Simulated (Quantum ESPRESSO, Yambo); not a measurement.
An input for Yambo 5.3.0 (TiO2 (Anatase)):

```
optics
bss
bse
em1s
dipoles
rim_cut
RandQpts= 1000000
RandGvec= 1 RL
Chimod= "HARTREE"
BSKmod= "SEX"
BSEmod= "resonant"
BSSmod= "d"
BSENGexx= 20 Ry
BSENGBlk= 4 Ry
% BSEQptR
 1 | 1 |
%
% BSEBands
 23 | 26 |
%
% BEnRange
 0 | 6 | eV
%
% BDmRange
 0.1 | 0.1 | eV
%
BEnSteps= 121
% BLongDir
 1 | 0 | 0 |
%
% BndsRnXs
 9 | 39 |
%
NGsBlkXs= 4 Ry
% LongDrXs
 1 | 1 | 1 |
%
% KfnQP_E
 1.553 | 1.0 | 1.0 |
%
WRbsWF
FFTGvecs= 34 Ry
```

```sh
OMP_NUM_THREADS=2 mpirun -n 4 yambo -F bse9.in -J bse9 -C bse9 > bse9.log
```

The stored states that it reads are on a 8×8×8 mesh. Symmetry: I4_1/amd, No. 141, tetragonal system. The conventional cell has a = 3.784 Å, b = 3.784 Å, c = 9.515 Å, α = 90.00°, β = 90.00°, γ = 90.00°. Ti has 6 O at 1.93 to 1.98 Å nearest. Nearest to O lie 3 Ti at 1.93 to 1.98 Å. Farther neighbours and most contacts between anions are not listed.

Question: How long will it take on 4 MPI ranks of Arm Neoverse V1, shared host, and how much memory?

It took 2.5 min; on shared hardware allow 74 s to 4.9 min. Peak host memory was 1.6 GiB.

The kernel grows as the square of the matrix size, and full diagonalisation as its cube.

[Paths, hosts, dates, memory and timing lines, banners, echoed tables and standing remarks are left out of the program output.]

[Logs are printed without paths, hosts, clocks, repeated set-up lines and the standing remarks that a program may print on its own settings, such as how far it seeks lower states.]

[Runs of the session that timed out or met a known fault of the program may be left out.]

[Hosts, paths, dates, database ids (printed as entryN), source tags and the programs' standing remarks are cut or masked in the printed files.]
